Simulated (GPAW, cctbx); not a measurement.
# What do these deviations say about the bonding?

Ca2MgSn2, Immm (no. 71), a = 4.6725 Å, b = 6.5763 Å, c = 9.4962 Å, α = 90.00°, β = 90.00°, γ = 90.00°.

| atom | mult. | x | y | z |
| --- | --- | --- | --- | --- |
| Sn1 | 4 | 1/2 | 0.2701 | 0 |
| Ca1 | 4 | 0 | 1/2 | 0.8001 |
| Mg1 | 2 | 0 | 0 | 0 |

The start was made by putting kin elements into a known structure type; the compound need not exist, or be stable, in this form.

Absolute values of the static structure factors of the conventional cell from DFT (PBE, GPAW) against free spherical atoms, in electrons:

| hkl | d (Å) | free atoms | crystal |
| --- | --- | --- | --- |
| 011 | 5.406 | 24.16 | 24.41 |
| 002 | 4.748 | 149.43 | 149.76 |
| 101 | 4.192 | 139.93 | 140.51 |
| 110 | 3.809 | 23.14 | 23.65 |
| 020 | 3.288 | 85.60 | 86.27 |
| 112 | 2.971 | 88.84 | 88.97 |
| 013 | 2.852 | 45.73 | 45.93 |
| 022 | 2.703 | 189.23 | 189.37 |
| 103 | 2.621 | 192.87 | 192.41 |
| 121 | 2.587 | 193.23 | 192.91 |

**Question.** Which way does charge move, and which reflections show it best?

Project each element's phase sum on the total phase. At low angle |F| should rise if density moves to atoms that scatter in phase and fall if it moves to atoms that scatter against it.

| hkl | Sn in phase | Ca in phase | Mg in phase | change (e) | (%) |
| --- | --- | --- | --- | --- | --- |
| 011 | +0.5 | +1.2 | -2.0 | +0.25 | +1.0 |
| 002 | +4.0 | -3.2 | +2.0 | +0.34 | +0.2 |
| 101 | +4.0 | -1.2 | -2.0 | +0.58 | +0.4 |
| 110 | -0.5 | +4.0 | -2.0 | +0.51 | +2.2 |
| 020 | +3.9 | -4.0 | -2.0 | +0.67 | +0.8 |
| 112 | +0.5 | +3.2 | +2.0 | +0.13 | +0.1 |
| 013 | -0.5 | +3.2 | +2.0 | +0.20 | +0.4 |
| 022 | +3.9 | +3.2 | -2.0 | +0.14 | +0.1 |

Low-angle reflections that set elements apart and change by more than 0.05 e: 011, 002, 101, 110, 020, 112, 013 and 022. The real-space density gives Voronoi charges Sn -0.25, Ca +0.14, Mg +0.22 e. The signs that these charges predict hold for 011, 002, 101, 020 and 022 and fail for 110, 112 and 013, so the simple rule can't give the direction here. The reflections see the density near the nuclei and the atoms' change of size and shape; Voronoi cells count what crosses the midplanes.
